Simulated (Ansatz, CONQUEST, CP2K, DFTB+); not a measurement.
## Liquid tetramethoxysilane at 280 K (105 atoms): runs against a plane-wave reference

Density of this cell: 1.03 g/cm³. The cell holds 105 atoms: 20 C, 20 O, 5 Si and 60 H. Its edges and angles: a = 10.706 Å, b = 10.706 Å, c = 10.706 Å, α = 90.0°, β = 90.0°, γ = 90.0°. 5 tetramethoxysilane placed at random, at 1.03 g/cm³; overlaps pushed apart, then 10 ps at 430 K with MMFF94 bonds, angles, torsions, charges and radii (Halgren, J. Comput. Chem. 17, 490 (1996)) in harmonic and 12-6 forms. Snapshot after 20 ps at 280 K and fixed volume. Then every atom was moved at random, 0.03 Å r.m.s. a Cartesian component (hydrogen 0.6 of that).

Geometry: as built.

The reference, a calculation:

| Item | Value |
| --- | --- |
| method | Kohn-Sham DFT, PBE, PAW, plane waves (Ansatz 0.2.0); cutoff 420 eV, Γ point, fermi-dirac smearing of 0.05 eV; PAW set soft_2 |
| r.m.s. force component | 1.37 eV/Å |
| longest force | 6.8 eV/Å |
| pressure | 3.053 GPa |
| gap (highest filled to lowest empty level) | 4.969 eV |
| SCF cycles | 10 |
| time | 9.7 s on 4 threads of Intel Xeon Platinum 8259CL at 2.50GHz (Skylake/Cascade Lake), shared host |
| CPU time | 35 s |

Q: Estimate the differences from the reference, the CPU time and the memory of each run.
- CP2K PBE, DZVP-MOLOPT-SR, 600/50 Ry, OT CG (CP2K 2026.2; 4 MPI ranks)
- DFTB+ GFN2-xTB (DFTB+ 25.1; 1 thread)
- CONQUEST PBE, grid 120 Ha (CONQUEST 1.3; 4 MPI ranks)
- CP2K PBE, DZVP-MOLOPT-SR, 420/50 Ry, OT CG (CP2K 2026.2; 2 threads)

Differences are against the plane-wave reference, forces as r.m.s. over components; share is that over the reference's r.m.s. force, slope the least-squares factor from reference forces to these. Total energies of different programs have different zeros and aren't compared.

| run | Δ force, r.m.s. (meV/Å) | share (%) | slope | Δ pressure (GPa) | Δ gap (eV) | cores | CPU time | memory (GiB) |
| --- | --- | --- | --- | --- | --- | --- | --- | --- |
| reference | - | - | - | - | - | 4 | 35 s | 1.3 |
| CP2K PBE, DZVP-MOLOPT-SR, 600/50 Ry, OT CG | 132 | 9.62 | 1.028 | 0.300 | 1.40 | 4 | 20 min | 2.8 |
| DFTB+ GFN2-xTB | 288 | 21.0 | 0.915 | -2.75 | 2.49 | 1 | 6.5 s | 0.11 |
| CONQUEST PBE, grid 120 Ha | 271 | 19.8 | 1.085 | 1.88 | 0.348 | 4 | 6.2 min | 5.8 |
| CP2K PBE, DZVP-MOLOPT-SR, 420/50 Ry, OT CG (coarse) | 137 | 10.0 | 1.028 | 0.314 | 1.40 | 2 | 15 min | 1.1 |

Rows marked coarse were listed beforehand as settings not expected to be converged; some can still land near the reference.

CPU time is summed over cores on a shared host, where runs went side by side, so it is rough. Symmetry, cutoffs, thresholds, outputs and thread counts weren't matched or tuned between programs; memory under MPI is the largest rank's times the ranks.

The PBE runs in local orbitals, coarse settings apart, differ by 9.6 % (CP2K PBE, DZVP-MOLOPT-SR, 600/50 Ry, OT CG) to 20 % (CONQUEST PBE, grid 120 Ha); basis, grid and potentials can all enter. Tight binding differs by 21 % (DFTB+ GFN2-xTB); it is another model, with fitted parameters of its own, and the xTB methods hold dispersion. Runs with settings chosen to be coarse differ by 10 % (CP2K PBE, DZVP-MOLOPT-SR, 420/50 Ry, OT CG), their programs' other errors included. One electronic-structure run takes under half the reference's CPU time: DFTB+ GFN2-xTB, at 21 % in 6.5 s against 35 s; its pressure misses by -2.8 GPa. Periodic xTB results under one method name differ between programs and library versions (DFTB+ here holds tblite 0.3). With short bonds to hydrogen, sets of potentials differ among themselves by several per cent in forces even at converged cutoffs, so the reference isn't exact here either. The network of contacts between molecules at the start is that of the classical potential that made the cell, and needn't be the one that DFT or experiment would give. The electronic-structure runs sample only Γ, in a cell whose shortest periodic width is 11 Å.

[Hosts, paths, dates, database ids (printed as entryN), source tags and the programs' standing remarks are cut or masked in the printed files.]

[The MMFF94 radii named for the starting cell were scaled by 0.96; in molecules described by MMFF94, hydrogen bound to N, O or S took a small fixed 12-6 site in their place.]
